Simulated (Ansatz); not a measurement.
**Lu (P6_3/mmc): Migdal–Eliashberg transition temperature**

Aim: the phonon-mediated transition temperature of Lu (P6_3/mmc) at ambient pressure, over a range of μ*. The cell shown first is a relaxed one, from steps not shown here.

Main program and level: Ansatz 0.2.0; DFT PBE, scalar-relativistic, plane waves, PAW.

This is a report of a sequence of runs, with most program output left out.

### Step 1. The cell after earlier relaxation steps

It takes space group P6_3/mmc (No. 194, hexagonal). The conventional cell has a = 3.505 Å, b = 3.505 Å, c = 5.463 Å, α = 90.00°, β = 90.00°, γ = 120.00°. Lu has 12 Lu at 3.40 to 3.50 Å nearest.

### Step 2. Resistivity: q 3×3×2, k 9×9×4, scattering 12×12×8

The run that gives the couplings also evaluates McMillan's and Allen and Dynes's formulas and, where asked, the Eliashberg equations, over a range of μ*.

Contents of input.yaml:

```yaml
crystal:
  lattice:
    - [3.5047618546, 0.0, 0.0]
    - [-1.7523809273, 3.0352128003, 0.0]
    - [0.0, 0.0, 5.4630270079]
  atoms:
    - { symbol: Lu, position: [0.3333333333, 0.6666666667, 0.25] }
    - { symbol: Lu, position: [0.6666666667, 0.3333333333, 0.75] }
kpoints:
  mp_grid: { grid: [9, 9, 4] }
hamiltonian:
  xc: pbe
scf:
  occupations: { method: methfessel_paxton, width: 0.2 }
output:
  eigenvalues: true
phonons:
  method: dfpt
  qmesh: [3, 3, 2]
  temperatures: { t_max: 1000, t_step: 50 }
  qpath:
    path:
      - [[0.0, 0.0, 0.0], [0.5, 0.0, 0.0], [0.33333333, 0.33333333, 0.0], [0.0, 0.0, 0.0], [0.0, 0.0, 0.5], [0.5, 0.0, 0.5], [0.33333333, 0.33333333, 0.5], [0.0, 0.0, 0.5]]
      - [[0.5, 0.0, 0.5], [0.5, 0.0, 0.0]]
      - [[0.33333333, 0.33333333, 0.5], [0.33333333, 0.33333333, 0.0]]
    npoints: 10
  electrical_resistivity:
    mesh: [12, 12, 8]
    temperatures: [20.0, 50.0, 80.0, 100.0, 150.0, 200.0, 273.0, 300.0, 400.0, 500.0, 600.0, 800.0]
  superconductivity: { mesh: [12, 12, 8] }
```

Launch:

```sh
> ansatz run input.yaml --threads 4 --pin off --max-ram 10240MiB --backend cpu --events-out ev --progress --plain --runs-dir out
```

Run time: 7 min. Hardware: 4 threads of Arm Neoverse V1, shared host; peak memory 4.9 GiB.

Numbers from this step:

* volume per atom: 29.06 Å³
* metallic on mesh: yes
* gap on the k-mesh: 0 eV
* zero point energy: 0.03084 eV/cell
* share of imaginary modes in the plain interpolation between solved wavevectors: 0
* highest frequency, solved or plainly interpolated: 122.8 cm⁻¹
* Debye temperature (second moment): 159 K
* resistivity at 300 K: 48.45 μΩ cm, mean of the axes
* coupling constant λ: 0.5342
* density of states at the Fermi level: 1.666 states/eV a spin and cell
* log mean phonon energy ħω_log: 8.848 meV
* transport coupling constant λ_tr: 0.6005, 0.6005, 0.607 (xx, yy, zz)
* Drude plasma energy: 3.407, 3.407, 5.169 eV (xx, yy, zz)
* resistivity times mean free path: 14.73, 14.73, 6.146 × 10⁻¹⁶ Ω m² (xx, yy, zz)
* second-moment phonon energy ħω₂: 9.516 meV
* coupling λ by branch: 0.135, 0.109, 0.0817, 0.081, 0.0758, 0.0518 (branches by rank of frequency)

Transition temperatures:

```tsv
μ*	McMillan Tc (K)	Allen–Dynes Tc (K)	isotropic Fermi-surface Tc (K)	isotropic full bandwidth Tc (K)	anisotropic Fermi-surface Tc (K)	anisotropic full bandwidth Tc (K)	anisotropic narrow window Tc (K)
0.08	2.05	2.1	2	2	2.15	2.15	2.15
0.1	1.6	1.64	1.52	1.52	1.66	1.66	1.66
0.12	1.21	1.23	1.12	1.12	1.25	1.25	1.25
0.13	1.03	1.05	0.944	0.944	1.07	1.07	1.07
0.14	0.871	0.888	0.787	0.788	0.907	0.907	0.907
0.16	0.596	0.606	0.526	0.526	0.631	0.631	0.631
0.2	0.222	0.225	0.189	0.19	0.261	0.261	0.261
```

### Step 3. Coupling and resistivity: q 3×3×2, k 9×9×6, scattering 18×18×8

The next rung changes the k mesh of the density and its response; the scattering mesh, which samples the Fermi surface.

Edit input.yaml of step 2 so:

```diff
@@ -9,3 +9,3 @@
 kpoints:
-  mp_grid: { grid: [9, 9, 4] }
+  mp_grid: { grid: [9, 9, 6] }
 hamiltonian:
@@ -27,4 +27,4 @@
   electrical_resistivity:
-    mesh: [12, 12, 8]
+    mesh: [18, 18, 8]
     temperatures: [20.0, 50.0, 80.0, 100.0, 150.0, 200.0, 273.0, 300.0, 400.0, 500.0, 600.0, 800.0]
-  superconductivity: { mesh: [12, 12, 8] }
+  superconductivity: { mesh: [18, 18, 8] }
```

Elapsed: 8.5 min, on 4 threads; peak memory 4.9 GiB; 33 min of CPU time.

Numbers from this step:

```
zero point energy                                 : 0.03008 eV/cell
highest frequency, solved or plainly interpolated : 122 cm⁻¹
Debye temperature (second moment)                 : 155 K
resistivity at 300 K                              : 48.57 μΩ cm, mean of the axes
coupling constant λ                               : 0.5341
density of states at the Fermi level              : 1.68 states/eV a spin and cell
log mean phonon energy ħω_log                     : 8.774 meV
transport coupling constant λ_tr                  : 0.603, 0.603, 0.6075 (xx, yy, zz)
Drude plasma energy                               : 3.427, 3.427, 5.145 eV (xx, yy, zz)
resistivity times mean free path                  : 14.54, 14.54, 6.122 × 10⁻¹⁶ Ω m² (xx, yy, zz)
second-moment phonon energy ħω₂                   : 9.454 meV
coupling λ by branch                              : 0.138, 0.111, 0.0821, 0.0795, 0.0738, 0.0502 (branches by rank of frequency)
```

Transition temperatures:

```tsv
μ*	McMillan Tc (K)	Allen–Dynes Tc (K)	isotropic Fermi-surface Tc (K)	isotropic full bandwidth Tc (K)	anisotropic Fermi-surface Tc (K)	anisotropic full bandwidth Tc (K)	anisotropic narrow window Tc (K)
0.08	2.03	2.08	1.98	1.98	2.13	2.13	2.13
0.1	1.59	1.62	1.51	1.51	1.65	1.65	1.65
0.12	1.2	1.22	1.11	1.11	1.24	1.24	1.24
0.13	1.02	1.04	0.935	0.935	1.06	1.06	1.06
0.14	0.863	0.88	0.779	0.779	0.903	0.903	0.903
0.16	0.59	0.601	0.52	0.52	0.63	0.63	0.63
0.2	0.22	0.223	0.187	0.187	0.263	0.263	0.263
```

For the log mean phonon energy ħω_log, step 2 gave 8.85 meV; this run, with k-mesh 9×9×6 and scattering mesh 18×18×8, gives 8.77 meV.

### Step 4. Electron–phonon run: q 3×3×3, k 12×12×6, scattering 18×18×12

The next rung changes the q mesh, which sets the reach of the force constants and couplings; the k mesh of the density and its response; the scattering mesh, which samples the Fermi surface.

Edit input.yaml of step 3 so:

```diff
@@ -9,3 +9,3 @@
 kpoints:
-  mp_grid: { grid: [9, 9, 6] }
+  mp_grid: { grid: [12, 12, 6] }
 hamiltonian:
@@ -18,3 +18,3 @@
   method: dfpt
-  qmesh: [3, 3, 2]
+  qmesh: [3, 3, 3]
   temperatures: { t_max: 1000, t_step: 50 }
@@ -27,4 +27,4 @@
   electrical_resistivity:
-    mesh: [18, 18, 8]
+    mesh: [18, 18, 12]
     temperatures: [20.0, 50.0, 80.0, 100.0, 150.0, 200.0, 273.0, 300.0, 400.0, 500.0, 600.0, 800.0]
-  superconductivity: { mesh: [18, 18, 8] }
+  superconductivity: { mesh: [18, 18, 12] }
```

The job ended after 16 min (4 threads; peak memory 6.1 GiB; 61 min of CPU time).

This step gave:

```yaml
zero_point_energy: 0.02975 eV/cell
highest_frequency_solved_or_plainly_interpolated: 121 cm⁻¹
debye_temperature_second_moment: 154 K
resistivity_at_300_k: 47.67 μΩ cm, mean of the axes
coupling_constant_lambda: 0.531
density_of_states_at_the_fermi_level: 1.671 states/eV a spin and cell
log_mean_phonon_energy_omega_log: 8.708 meV
transport_coupling_constant_lambda_tr: 0.5989, 0.5989, 0.5894 (xx, yy, zz)
drude_plasma_energy: 3.449, 3.449, 5.106 eV (xx, yy, zz)
resistivity_times_mean_free_path: 14.51, 14.51, 6.141 × 10⁻¹⁶ Ω m² (xx, yy, zz)
second_moment_phonon_energy_omega: 9.413 meV
coupling_lambda_by_branch: 0.141, 0.111, 0.0802, 0.0795, 0.0737, 0.0454 (branches by rank of frequency)
```

Transition temperatures:

```tsv
μ*	McMillan Tc (K)	Allen–Dynes Tc (K)	isotropic Fermi-surface Tc (K)	isotropic full bandwidth Tc (K)	anisotropic Fermi-surface Tc (K)	anisotropic full bandwidth Tc (K)	anisotropic narrow window Tc (K)
0.08	1.98	2.03	1.93	1.93	2.06	2.06	2.06
0.1	1.54	1.58	1.46	1.46	1.59	1.59	1.59
0.12	1.16	1.18	1.07	1.07	1.19	1.19	1.19
0.13	0.988	1.01	0.901	0.902	1.02	1.02	1.02
0.14	0.833	0.848	0.75	0.75	0.86	0.86	0.86
0.16	0.566	0.576	0.498	0.498	0.595	0.595	0.595
0.2	0.208	0.211	0.177	0.177	0.242	0.243	0.242
```

The Eliashberg function α²F has structure finer than the step of the table below, so its rows give means over 0.5 meV, whole bins alone (the curve runs from 0.059 to 15.0 meV). Peaks (meV: height): α²F 6.77: 0.492, 10.78: 0.329, 12.43: 0.603; α²F tr 6.89: 0.621, 10.66: 0.395, 12.43: 0.781.

Table of Eliashberg function α²F by phonon energy; means over each step:

```tsv
phonon energy (meV)	α²F	α²F tr
0.5	0	0
1.0	1.5e-4	1.4e-5
1.5	9.8e-4	1.9e-4
2.0	0.00228	5.5e-4
2.5	0.00402	0.00128
3.0	0.00649	0.00274
3.5	0.0103	0.00520
4.0	0.0157	0.00884
4.5	0.0228	0.0141
5.0	0.0323	0.0219
5.5	0.0461	0.0345
6.0	0.0710	0.0595
6.5	0.195	0.218
7.0	0.458	0.575
7.5	0.387	0.467
8.0	0.293	0.352
8.5	0.278	0.301
9.0	0.256	0.246
9.5	0.290	0.308
10.0	0.310	0.354
10.5	0.320	0.383
11.0	0.303	0.346
11.5	0.281	0.328
12.0	0.274	0.320
12.5	0.481	0.607
13.0	0.276	0.336
13.5	0.131	0.151
14.0	0.0462	0.0463
14.5	0.0254	0.0240
```

Anisotropic full-bandwidth solution, weighted at the Fermi level. Gaps:

```tsv
mu*	T (K)	mean gap (meV)	5 % (meV)	95 % (meV)	mean Z
0.1	0.398	0.235	0.19	0.296	1.53
0.1	0.796	0.224	0.181	0.282	1.53
0.1	1.19	0.18	0.146	0.228	1.53
0.1	1.43	0.122	0.0982	0.155	1.53
0.13	0.254	0.148	0.116	0.192	1.53
0.13	0.509	0.14	0.11	0.183	1.53
0.13	0.763	0.113	0.0882	0.147	1.53
0.13	0.916	0.076	0.0593	0.0997	1.53
0.16	0.149	0.0848	0.0638	0.115	1.53
0.16	0.297	0.0804	0.0605	0.109	1.53
0.16	0.446	0.0643	0.0482	0.0877	1.53
0.16	0.535	0.0432	0.0324	0.0592	1.53
```

dTc/da2F against phonon energy:

```tsv
phonon energy (meV)	dTc/da2F (K/meV)
1.0	-
1.5	5.14
2.0	4.62
2.5	4.18
3.0	3.81
3.5	3.50
4.0	3.22
4.5	3.00
5.0	2.79
5.5	2.61
6.0	2.45
6.5	2.31
7.0	2.18
7.5	2.07
8.0	1.96
8.5	1.87
9.0	1.78
9.5	1.70
10.0	1.62
10.5	1.55
11.0	1.49
11.5	1.43
12.0	1.38
12.5	1.32
13.0	1.27
13.5	1.23
14.0	1.19
14.5	1.14
15.0	1.10
```

Share of the Fermi-level states against lambda of a state:

```tsv
lambda of a state	share of the Fermi-level states
0.408	2.0e-4
0.422	0.0256
0.437	0.105
0.451	0.0886
0.465	0.0287
0.479	0.053
0.493	0.0905
0.507	0.0723
0.521	0.067
0.536	0.069
0.550	0.0831
0.564	0.0357
0.578	0.0376
0.592	0.0521
0.606	0.026
0.620	0.0247
0.635	0.0425
0.649	0.0055
0.663	0.0521
0.677	0.0224
0.691	0.0134
0.705	0.0048
0.719	2.0e-4
0.734	1.0e-4
```

### Step 5. Outcome

| Quantity | Value |
| --- | --- |
| meshes | q 3×3×3, k 12×12×6, scattering 18×18×12 |
| coupling constant λ | 0.531 |
| log mean phonon energy ħω_log | 8.71 meV |
| Allen–Dynes Tc at μ* = 0.1 | 1.58 K |
| Allen–Dynes Tc at μ* = 0.13 | 1.01 K |
| anisotropic Eliashberg Tc at μ* = 0.1 | 1.59 K |
| anisotropic Eliashberg Tc at μ* = 0.13 | 1.02 K |

In words: In the last run (PBE, q 3×3×3, k 12×12×6, scattering 18×18×12), with λ = 0.53 and ħω_log = 8.71 meV, Tc at μ* = 0.13 is 0.99 K by McMillan's formula, 1.0 K by Allen and Dynes's and 1.0 K by the anisotropic Eliashberg equations. Raising μ* from 0.10 to 0.16 lowers the Allen–Dynes value from 1.6 to 0.58 K. The mean gap at a quarter of Tc gives 2Δ/k_B Tc = 3.37, against 3.53 in weak-coupling theory. The gap spreads from 0.12 to 0.19 meV over nine tenths of the Fermi surface. By the run's own test λ is not converged in the fine mesh: it moves by 4 % between the two finest, and by up to 7 % in the other runs. The run's transport test calls it not converged in the mesh; ρ(300 K) moves by 13 % in the component that moves most. Over the runs, λ takes the values 0.534, 0.534 and 0.531, in the order shown. μ* is a typed number, phonons are harmonic, and spin fluctuations are left out; at μ* = 0.13 McMillan's formula turns 1 % in λ into about 4.5 % in Tc.

[Logs are printed without paths, hosts, clocks, repeated set-up lines and the standing remarks that a program may print on its own settings, such as how far it seeks lower states.]

[Hosts, paths, dates, database ids (printed as entryN), source tags and the programs' standing remarks are cut or masked in the printed files.]
